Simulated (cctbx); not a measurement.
# Diagnosing a refinement

Cell a = 5.7190 Å, b = 10.0520 Å, c = 13.2170 Å, α = 90.00°, β = 90.00°, γ = 90.00°; space group Fddd (no. 70, origin choice 1). The compound is CdSn2Rh2.

Simulated single-crystal data (cctbx): Mo Kα, λ = 0.71073 Å, to d = 0.8 Å, 70 % of the full sphere, strongest reflection 70000 counts, noise from counting, a 4 % proportional error and a noise floor of 8 counts (s.d.); no absorption.

An anisotropic refinement with weights 1/σ² prints:

```text
Rint 0.028, 198 unique reflections to 0.80 A
cycle     R1     wR2    GooF  max shift (A)
   1  0.0502  0.1597   6.095   0.00319
   2  0.0116  0.0286   1.092   0.00000
final R1 0.0116 wR2 0.0286 GooF 1.092  parameters 13  data/parameter 15.2
atom        x        y        z      Ueq    occ   su(xyz)  su(Uiso or U11)
Sn1    0.25000  0.56988  0.75000   0.0212  1.000  0.00003  0.0002
Cd1    0.75000  0.75000  0.75000   0.0184  1.000  0.00000  0.0002
Rh1    0.25000  0.75000  0.86897   0.0225  1.000  0.00003  0.0002
difference map: max 0.73 min -0.55 rms 0.18
Q1    0.0000  0.1377  0.0000   16    0.74  0.43 A from Sn1
Q2    0.0000  0.0000  0.5000    8    0.58  0.00 A from Cd1
Q3    0.0996  0.9956  0.1929   32    0.51  1.13 A from Rh1
Q4    0.1344  0.0581  0.5401   32    0.50  1.10 A from Cd1
Q5    0.0502  0.0868  0.3989   32    0.50  1.62 A from Cd1
Q6    0.0316  0.2011  0.5815   32    0.41  1.62 A from Sn1
```

**Question.** Can this result stand? If not, what is the likely fault?

It can stand. The set-up had a fault (anomalous dispersion left out), but the figures of merit move little: R1 = 0.0116, wR2 = 0.0286, GooF = 1.09 against R1 = 0.0106, wR2 = 0.0263, GooF = 1.00 for the right model.

The compound is CdSn2Rh2. The right model at the same level gives:

```text
Rint 0.028, 198 unique reflections to 0.80 A
cycle     R1     wR2    GooF  max shift (A)
   1  0.0488  0.1552   5.924   0.00325
   2  0.0106  0.0263   1.004   0.00000
final R1 0.0106 wR2 0.0263 GooF 1.004  parameters 13  data/parameter 15.2
atom        x        y        z      Ueq    occ   su(xyz)  su(Uiso or U11)
Sn1    0.25000  0.56992  0.75000   0.0209  1.000  0.00003  0.0002
Cd1    0.75000  0.75000  0.75000   0.0177  1.000  0.00000  0.0002
Rh1    0.25000  0.75000  0.86896   0.0211  1.000  0.00002  0.0002
difference map: max 0.47 min -0.52 rms 0.17
Q1    0.0485  0.0863  0.3994   32    0.49  1.61 A from Cd1
Q2    0.1340  0.0577  0.5409   32    0.49  1.10 A from Cd1
Q3    0.1017  0.9956  0.1943   32    0.48  1.15 A from Rh1
Q4    0.0555  0.1318  0.9790   32    0.44  0.64 A from Sn1
Q5    0.0317  0.2012  0.5822   32    0.40  1.62 A from Sn1
Q6    0.0332  0.1069  0.4721   32    0.40  1.15 A from Cd1
```

The model was made for the exercise: a known structure type with other elements put in, its volume estimated, not relaxed; displacement parameters are assumed.

[Middle refinement cycles are left out of these outputs.]

[Logs are printed without paths, hosts, clocks, repeated set-up lines and the standing remarks that a program may print on its own settings, such as how far it seeks lower states.]
